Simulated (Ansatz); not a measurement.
# BaLa2S4 (I-42d):Ba_i (8-fold void), thermodynamic levels from a 56-atom cell

Charge states of Ba_i (8-fold void) in BaLa2S4 (I-42d), set against the band edges. Model: a cell of 56 host atoms with 1 Ba put in.

Program: Ansatz 0.2.0. Level of theory: place-levels on PBEsol runs: charge-transition levels and formation energies with image-charge correction and potential alignment at the atomic sites. Results are calculated unless marked as measured.

### 1. The starting structure

The cell holds 57 atoms: 9 Ba, 16 La and 32 S. Its edges and angles: a = 12.447 Å, b = 12.447 Å, c = 12.477 Å, α = 59.9°, β = 59.9°, γ = 60.2°. It derives from BaLa2S4 (space group I-42d). Nearest the centre at fractional (0.504, 0.371, 0.879): Ba57 at 0.00 Å, S27 at 2.49 Å, S34 at 2.49 Å, S46 at 2.49 Å, S42 at 2.49 Å, Ba3 at 2.67 Å, Ba7 at 2.67 Å, La17 at 2.71 Å.

The host's dielectric constants go in as inputs: (7.76, 7.76, 7.54) for the electrons alone, (20.97, 20.97, 18.13) with the ions, from a response run on this crystal (DFPT, PBEsol) at that run's own cell.

The cell's shortest repeat is 12.4 Å.

### 2. The runs of each charge state

A transition level is the Fermi level at which two charge states cost the same, so each charge needs its own total energy, at its own relaxed structure.

Random displacements of about 0.05 Å break the site symmetry at the start, so that the relaxation can reach a distorted minimum if there is one. Forces are taken at one point at (¼, ¼, ¼). The cell holds 1 electron more than the neutral one, with a uniform background that keeps it neutral on the whole. The electron count is odd, so at least one spin is unpaired; this run locks the moment at 1 μB.

The sampling was tested on the host first: at the k-points planned (1x1x1 shifted 0.25 0.25 0.25) its energy lies 0.005 eV an atom from the dense-mesh value, under the bound of 0.02 eV set for this test; that bounds the host's error, not the defect's.

One of the inputs; charge, spin and start change from state to state.

Contents of qm1_M1.relax/input.yaml:

```yaml
crystal:
  lattice:
    - [0.0, 8.82241619, 8.7801378]
    - [8.82241619, 0.0, 8.7801378]
    - [8.82241619, 8.82241619, 0.0]
  atoms:
    - { symbol: Ba, position: [0.125, 0.625, 0.375] }
    - { symbol: Ba, position: [0.375, 0.875, 0.625] }
    - { symbol: Ba, position: [0.625, 0.125, 0.875] }
    - { symbol: Ba, position: [0.875, 0.375, 0.125] }
    - { symbol: Ba, position: [0.0, 0.0, 0.5] }
    - { symbol: Ba, position: [0.25, 0.25, 0.75] }
    - { symbol: Ba, position: [0.5, 0.5, 0.0] }
    - { symbol: Ba, position: [0.75, 0.75, 0.25] }
    - { symbol: La, position: [0.12368137, 1.00131863, 0.12631863] }
    - { symbol: La, position: [0.37368137, 0.25131863, 0.37631863] }
    - { symbol: La, position: [0.62368137, 0.50131863, 0.62631863] }
    - { symbol: La, position: [0.87368137, 0.75131863, 0.87631863] }
    - { symbol: La, position: [-0.00131863, 0.37631863, 0.37368137] }
    - { symbol: La, position: [0.24868137, 0.62631863, 0.62368137] }
    - { symbol: La, position: [0.49868137, 0.87631863, 0.87368137] }
    - { symbol: La, position: [0.74868137, 0.12631863, 0.12368137] }
    - { symbol: La, position: [0.25131863, 0.37368137, -0.00131863] }
    - { symbol: La, position: [0.50131863, 0.62368137, 0.24868137] }
    - { symbol: La, position: [0.75131863, 0.87368137, 0.49868137] }
    - { symbol: La, position: [1.00131863, 0.12368137, 0.74868137] }
    - { symbol: La, position: [0.12631863, 0.74868137, 1.00131863] }
    - { symbol: La, position: [0.37631863, -0.00131863, 0.25131863] }
    - { symbol: La, position: [0.62631863, 0.24868137, 0.50131863] }
    - { symbol: La, position: [0.87631863, 0.49868137, 0.75131863] }
    - { symbol: S, position: [0.23611748, 0.82415068, 0.34321553] }
    - { symbol: S, position: [0.48611748, 0.07415068, 0.59321553] }
    - { symbol: S, position: [0.73611748, 0.32415068, 0.84321553] }
    - { symbol: S, position: [0.98611748, 0.57415068, 0.09321553] }
    - { symbol: S, position: [0.07415068, 0.48611748, 0.84651631] }
    - { symbol: S, position: [0.32415068, 0.73611748, 0.09651631] }
    - { symbol: S, position: [0.57415068, 0.98611748, 0.34651631] }
    - { symbol: S, position: [0.82415068, 0.23611748, 0.59651631] }
    - { symbol: S, position: [0.21821553, 0.97151631, 0.86111748] }
    - { symbol: S, position: [0.46821553, 0.22151631, 0.11111748] }
    - { symbol: S, position: [0.71821553, 0.47151631, 0.36111748] }
    - { symbol: S, position: [0.96821553, 0.72151631, 0.61111748] }
    - { symbol: S, position: [0.11111748, 0.19915068, 0.22151631] }
    - { symbol: S, position: [0.36111748, 0.44915068, 0.47151631] }
    - { symbol: S, position: [0.61111748, 0.69915068, 0.72151631] }
    - { symbol: S, position: [0.86111748, 0.94915068, 0.97151631] }
    - { symbol: S, position: [0.19915068, 0.11111748, 0.46821553] }
    - { symbol: S, position: [0.44915068, 0.36111748, 0.71821553] }
    - { symbol: S, position: [0.69915068, 0.61111748, 0.96821553] }
    - { symbol: S, position: [0.94915068, 0.86111748, 0.21821553] }
    - { symbol: S, position: [0.09321553, 0.34651631, 0.57415068] }
    - { symbol: S, position: [0.34321553, 0.59651631, 0.82415068] }
    - { symbol: S, position: [0.59321553, 0.84651631, 0.07415068] }
    - { symbol: S, position: [0.84321553, 0.09651631, 0.32415068] }
    - { symbol: S, position: [0.09651631, 0.84321553, 0.73611748] }
    - { symbol: S, position: [0.34651631, 0.09321553, 0.98611748] }
    - { symbol: S, position: [0.59651631, 0.34321553, 0.23611748] }
    - { symbol: S, position: [0.84651631, 0.59321553, 0.48611748] }
    - { symbol: S, position: [0.22151631, 0.46821553, 0.19915068] }
    - { symbol: S, position: [0.47151631, 0.71821553, 0.44915068] }
    - { symbol: S, position: [0.72151631, 0.96821553, 0.69915068] }
    - { symbol: S, position: [0.97151631, 0.21821553, 0.94915068] }
  supercell: [1, 1, 1]
  defects:
    - { interstitial: { symbol: Ba, position: [0.503885, 0.371115, 0.878885] } }
total_charge: -1
basis:
  ecutwfc: 420
  xc_grid: 2
hamiltonian:
  xc: pbesol
kpoints:
  mp_grid: { grid: [1, 1, 1], shift: [0.25, 0.25, 0.25] }
magnetization:
  spin_polarized: true
  initial_magnetization: 1
  spin_locking: { lock_magnetization: hard }
scf:
  occupations: { method: fixed }
  max_iter: 80
output:
  forces: true
  charged_corrections:
    epsilon: [7.76, 7.76, 7.54]
    static_epsilon: [20.97, 20.97, 18.13]
relax:
  f_tol: 0.02
  max_steps: 80
  random_displacement: { amplitude: 0.05, seed: 552 }
checkpoint:
  write: "../qm1_M1.relax.run"
  compress: false
  write_wavefunctions: true
  write_every: 100000
```

Started as:

```
$ ansatz run input.yaml --threads 4 --pin off --max-ram 14131MiB --backend cpu --events-out ev --progress --plain --runs-dir out
```

The relaxed structure is kept and the sampling changed to a 2×2×2 shifted mesh.

The run of this state that the levels use, under PBEsol:

Contents of qm1_M1.point/input.yaml:

```yaml
crystal:
  checkpoint: "../qm1_M1.relax.run"
  host: checkpoint
total_charge: -1
basis:
  ecutwfc: 420
  xc_grid: 2
hamiltonian:
  xc: pbesol
kpoints:
  mp_grid: { grid: [2, 2, 2], shift: [0.5, 0.5, 0.5] }
magnetization:
  spin_polarized: true
  initial_magnetization: 1
  spin_locking: { lock_magnetization: hard }
scf:
  occupations: { method: fermi_dirac, width: 0.01 }
  max_iter: 80
output:
  forces: true
  eigenvalues: true
  charged_corrections:
    epsilon: [7.76, 7.76, 7.54]
    static_epsilon: [20.97, 20.97, 18.13]
    defect_position: [0.503885, 0.371115, 0.878885]
  eigenstates: { localisation: true }
  populations: true
  efg: {}
  band_densities: [{ bands: [v1, v1] }, { bands: [c1, c1] }]
  write_density: true
  write_potential: true
  volumetric_format: npy
checkpoint:
  read: "../qm1_M1.relax.run"
  write: "../qm1_M1.point.run"
  compress: false
  write_wavefunctions: false
  write_every: 100000
```

Relaxations under PBEsol at one point at (¼, ¼, ¼); times on 4 threads of Arm Neoverse V1, shared host:

| charge | moment (μB) | occupations | outcome | steps | largest displacement against the far atoms (Å) | time |
| --- | --- | --- | --- | --- | --- | --- |
| −1 | 1 | fixed | converged | 11 | 0.39 | 8.2 min |
| 0 | 0 | fixed | converged | 7 | 0.35 | 2.6 min |
| +1 | 1 | fixed | converged | 7 | 0.37 | 5.5 min |
| +2 | 0 | fixed | converged | 6 | 0.43 | 2.2 min |
| 0 | 2 | fixed | converged | 12 | 0.48 | 9.6 min |

Single points under PBEsol at a 2×2×2 shifted mesh; times on 4 threads of Arm Neoverse V1, shared host:

| charge | moment (μB) | occupations | outcome | time |
| --- | --- | --- | --- | --- |
| −1 | 1 | fermi-dirac | converged | 7.6 min |
| 0 | 0 | fermi-dirac | converged | 3.4 min |
| +1 | 1 | fermi-dirac | converged | 6.6 min |
| +2 | 0 | fermi-dirac | converged | 2.9 min |
| 0 | 2 | fermi-dirac | converged | 7.6 min |

Distances (Å) from Ba57 to the nearest atoms after relaxation with PBEsol:

```csv
charge,moment (μB),1.,2.,3.,4.,5.,6.
−1,1,S 2.73,S 2.74,S 2.78,S 2.78,La 2.99,La 3.02
0,0,S 2.75,S 2.76,S 2.76,S 2.76,La 3.00,La 3.01
0,2,S 2.72,S 2.74,S 2.76,S 2.80,La 2.98,Ba 3.05
+1,1,S 2.74,S 2.74,S 2.75,S 2.75,Ba 3.04,Ba 3.05
+2,0,S 2.72,S 2.72,S 2.74,S 2.74,Ba 3.07,Ba 3.08
```

### 3. Placing the levels, PBEsol

A charged cell interacts with its images and the background, and its potential has another zero than the host's. place-levels removes the first by a point-charge model, screened by the static dielectric constant since the ions have relaxed around the charge, and the second by comparing potentials at atoms far from the defect.

The host is a run of the defect-free crystal in the same cutoffs, grids and k-points, so that basis and sampling errors cancel in part in the differences. Its band edges come from a run of the primitive cell that searches the zone for them. Chemical potentials are energies per atom of Ba (bcc), run with the same functional and cutoff.

Contents of levels.point.yaml:

```yaml
host:
  run: host.point.run
  levels_from: { run: edges.point.run }
states: [qm1_M1.point.run, q0.point.run, qp1_M1.point.run, qp2.point.run, q0_M2.point.run]
geometry_from:
  qm1_M1.point.run: qm1_M1.relax.run
  q0.point.run: q0.relax.run
  qp1_M1.point.run: qp1_M1.relax.run
  qp2.point.run: qp2.relax.run
  q0_M2.point.run: q0_M2.relax.run
  host.point.run: host.relax.run
chemical_potentials:
  Ba:
    energy: -5862.611346
    dataset: <sha256 of the dataset>
epsilon: [7.76, 7.76, 7.54]
static_epsilon: [20.97, 20.97, 18.13]
vertical:
  - { from: qm1_M1.point.run, to: qm1_M1.point_neutral.run }
  - { from: qp1_M1.point.run, to: qp1_M1.point_neutral.run }
  - { from: qp2.point.run, to: qp2.point_neutral.run }
```

Started as:

```
$ ansatz place-levels levels.point.yaml -- --threads 4 --pin off --max-ram 14131MiB
```

Numbers of over 12 decimals in the logs are rounded to 6 here.

The log of the run:

```text
[... repeated set-up lines and file paths are left out, and long positions are rounded to six places ...]
(+2/+1) 1.499 eV above the valence edge, 0.426 eV under the conduction edge
(+1/0) 1.721 eV above the valence edge, 0.204 eV under the conduction edge
(0/-1) 1.955 eV above the valence edge (+2.056 eV without the band-filling correction), in the conduction band
formation energy of charge +2: +1.703 eV with the Fermi level at the valence edge
formation energy of charge +1: +3.202 eV with the Fermi level at the valence edge
formation energy of charge 0: +4.923 eV with the Fermi level at the valence edge
formation energy of charge -1: +6.878 eV with the Fermi level at the valence edge
vertical -1 to 0: no energy, since no alignment is typed
  the change from vertical[0].from (qm1_M1.point.run) to vertical[0].to (qm1_M1.point_neutral.run): by its potential at epsilon [7.76, 7.76, 7.54] it stands at 0.724 0.429 0.555, with an rms radius of about 6.3 Å (4.3 2.6 3.9 Å across the planes of the cell's [...]
vertical +1 to 0: no energy, since no alignment is typed
  the change from vertical[1].from (qp1_M1.point.run) to vertical[1].to (qp1_M1.point_neutral.run): by its potential at epsilon [7.76, 7.76, 7.54] it stands at 0.470 0.398 0.849, with an rms radius of about 5.0 Å (2.9 2.7 3.0 Å across the planes of the cell's [...]
vertical +2 to 0: no energy, since no alignment is typed
  the change from vertical[2].from (qp2.point.run) to vertical[2].to (qp2.point_neutral.run): by its potential at epsilon [7.76, 7.76, 7.54] it stands at 0.468 0.395 0.844, with an rms radius of about 5.1 Å (3.0 2.7 3.1 Å across the planes of the cell's [...]
  edges by pbesol of host.levels_from (edges.point.run), its mesh sampled to repeats of 38.14 Å (the valence edge +0.079 eV and the conduction edge -0.143 eV from those of the host's own run), gap 1.925 eV; the host is sampled to repeats of 24.89 Å
  the defect's cells are sampled to repeats of 24.89 Å, like sampling
  charge +2: -179801.5201 eV with its correction of +1.139 eV, at epsilon [20.97, 20.97, 18.13], aligned at sites: +0.3818 eV, mean over 18 atomic sites at or beyond 6.22 Å from the defect at [0.5039, 0.3711, 0.8789], with +0.000000 for the charge's moments [...]
  charge +1: -179791.0528 eV with its correction of +0.490 eV, at epsilon [20.97, 20.97, 18.13], aligned at sites: +0.3958 eV, mean over 18 atomic sites at or beyond 6.22 Å from the defect at [0.5039, 0.3711, 0.8789], with +0.000000 for the charge's moments [...]
  charge 0: +0.000 eV for its dipole among its images, +0.000 omitted
  charge -1: -179769.3398 eV with its correction of -0.344 eV, at epsilon [20.97, 20.97, 18.13], aligned at sites: +0.4377 eV, mean over 18 atomic sites at or beyond 6.22 Å from the defect at [0.5039, 0.3711, 0.8789], with -0.008972 for the charge's moments [...]
  states[0] (qm1_M1.point.run): levels filled in part (TS 0.004 eV): its energy is of no whole electron's
  charge 0: states[4] (q0_M2.point.run) stands 0.155 eV higher, with a moment of 2.00 μB against 0.00
  of states[3] (qp2.point.run): it parts from the run at its places by a charge that spreads by about 3.1 Å along one vector (1.8 Å or more is wide), by its potential at epsilon [7.76, 7.76, 7.54], taken for that of held ions (one typed too small widens it), [...]
  of states[2] (qp1_M1.point.run): it parts from the run at its places by a charge that spreads by about 3 Å along one vector (1.8 Å or more is wide), by its potential at epsilon [7.76, 7.76, 7.54], taken for that of held ions (one typed too small widens it), [...]
  of states[1] (q0.point.run): its sublattices stand up to 0.0324 Å off the host's, which by the two runs' forces adds about +0.01 eV to its energy against the host's, and moves the band edges: relax the crystal first, and build the cells on it; [...]
  of states[0] (qm1_M1.point.run): it parts from the run at its places by a charge that spreads by about 4.3 Å along one vector (1.8 Å or more is wide), by its potential at epsilon [7.76, 7.76, 7.54], taken for that of held ions (one typed too small widens [...]
  of states[4] (q0_M2.point.run): its sublattices stand up to 0.0410 Å off the host's, which by the two runs' forces adds about +0.02 eV to its energy against the host's, and moves the band edges: relax the crystal first, and build the cells on it; [...]
  vertical[0].from (qm1_M1.point.run): levels filled in part (TS 0.004 eV): its energy is of no whole electron's
  of vertical[0].from (qm1_M1.point.run): its displacements don't fall off away from the defect: farther atoms stand 0.043 Å off the host's places. [...]
  of vertical[0].to (qm1_M1.point_neutral.run): its displacements don't fall off away from the defect: farther atoms stand 0.043 Å off the host's places. [...]
  of vertical[1].from (qp1_M1.point.run): its displacements don't fall off away from the defect: farther atoms stand 0.045 Å off the host's places. [...]
  of vertical[1].to (qp1_M1.point_neutral.run): its displacements don't fall off away from the defect: farther atoms stand 0.045 Å off the host's places. [...]
  of vertical[2].from (qp2.point.run): its displacements don't fall off away from the defect: farther atoms stand 0.054 Å off the host's places. [...]
  vertical[2].to (qp2.point_neutral.run): levels filled in part (TS 0.005 eV): its energy is of no whole electron's
  of vertical[2].to (qp2.point_neutral.run): its displacements don't fall off away from the defect: farther atoms stand 0.054 Å off the host's places. [...]
```

Elapsed: 0.54 s, on 4 threads of Arm Neoverse V1, shared host.

Under PBEsol the gap is 1.92 eV, (+2/+1) 1.50, (+1/0) 1.72, (0/−1) 1.96 (outside the gap) (with band filling) eV.

Levels between the charges placed, in eV above the valence top:

```
        gap (eV)  (+2/+1)  (+1/0)  (0/−1)
PBEsol      1.92     1.50    1.72    1.96
```

Corrections by state:

```csv
charge,moment (μB),image terms and alignment (eV),band filling (eV),ε used,"over the lowest of its charge, as the program ranks them, band filling apart (eV)"
+2,0.0,1.139,-,"principal values (18.13, 20.97, 20.97)",0.000
+1,1.0,0.490,-,"principal values (18.13, 20.97, 20.97)",0.000
0,0.0,0.000,-,-,0.000
−1,1.0,-0.344,-0.100,"principal values (18.13, 20.97, 20.97)",0.000
0,2.0,0.000,-,-,0.155
```

The charged structures listed were also run neutral, and place-levels reads from each pair, by the potential or the spins, how wide the charge is by which they differ; that can be the carrier of either run.

```csv
charge,rms radius (Å),spread where it is widest against the cell (Å),wide from (Å),reading
+2,5.1,3.06,1.76,wide
+1,5.0,3.02,1.76,wide
−1,6.3,4.31,1.76,wide
```

The neutral runs of these pairs need not share the spin of the lowest neutral state, and very wide values only mean spread over the cell.

From the program's caveats on the states, each cut to its opening words:

- charge +2: it parts from the run at its places by a charge that spreads by about 3.1 Å along one vector (1.8 Å or more is wide), by its potential at epsilon [7.76, 7.76, [...]
- charge +2: its sublattices stand up to 0.0514 Å off the host's, which by the two runs' forces adds about +0.02 eV to its energy against the host's, and moves the band [...]
- charge +2: its displacements don't fall off away from the defect: farther atoms stand 0.054 Å off the host's places
- charge +1 (1 μB): it parts from the run at its places by a charge that spreads by about 3 Å along one vector (1.8 Å or more is wide), by its potential at epsilon [7.76, 7.76, [...]
- charge +1 (1 μB): its sublattices stand up to 0.0328 Å off the host's, which by the two runs' forces adds about +0.02 eV to its energy against the host's, and moves the band [...]
- charge +1 (1 μB): its displacements don't fall off away from the defect: farther atoms stand 0.045 Å off the host's places
- charge 0: its sublattices stand up to 0.0324 Å off the host's, which by the two runs' forces adds about +0.01 eV to its energy against the host's, and moves the band [...]
- charge 0: its displacements don't fall off away from the defect: farther atoms stand 0.041 Å off the host's places
- charge −1 (1 μB): it parts from the run at its places by a charge that spreads by about 4.3 Å along one vector (1.8 Å or more is wide), by its potential at epsilon [7.76, 7.76, [...]
- charge −1 (1 μB): a band-filling correction moves a carrier to the host's band edge, which changes its energy by -0.100 eV
- charge −1 (1 μB): the host's ions (past the first shell or, of a walk that freed a part, those that it held) aren't shown at rest: they stand up to 0.146 Å off their sites, 2.04 [...]
- charge −1 (1 μB): its displacements don't fall off away from the defect: farther atoms stand 0.043 Å off the host's places
- charge −1 (1 μB): its moments are held at its close (magnetization.spin_locking), by a field of 0.006 eV a Bohr magneton, and its energy and levels are of the state that this [...]
- charge 0 (2 μB): its sublattices stand up to 0.0410 Å off the host's, which by the two runs' forces adds about +0.02 eV to its energy against the host's, and moves the band [...]

Chemical potentials of the elements' reference phases, run alike. Formation energies (elemental references), with the Fermi level at the valence top and at the conduction bottom (gap 1.92 eV):

```
charge  at valence top (eV)  at conduction bottom (eV)  correction included (eV)
    +2                 1.70                       5.55                      1.14
    +1                 3.20                       5.13                      0.49
     0                 4.92                       4.92                      0.00
    −1                 6.88                       4.95                     -0.44
```

Fermi level (eV), lowest formation energy (eV) and a bar from the least value:
```
     0.00       1.70 
     0.17       2.05 ###
     0.35       2.40 #######
     0.52       2.75 ##########
     0.70       3.10 #############
     0.87       3.45 ################
     1.05       3.80 ####################
     1.23       4.15 #######################
     1.40       4.50 ##########################
     1.58       4.78 #############################
     1.75       4.92 ##############################
     1.92       4.92 ##############################
```

[end of part 1 of 2]

[Logs are printed without paths, hosts, clocks, repeated set-up lines and the standing remarks that a program may print on its own settings, such as how far it seeks lower states.]

[Hosts, paths, dates, database ids (printed as entryN), source tags and the programs' standing remarks are cut or masked in the printed files.]

[Where a table of states has a column of steps, it counts the stored structures, which are thinned; the runs took as many ionic steps or more.]

[A defect's name tells the site on which it was built; relaxed atoms can leave that site.]

[For some hosts the program warned that the k-mesh of the response run may be too coarse for force constants and the static dielectric constant; such warnings are not shown here.]
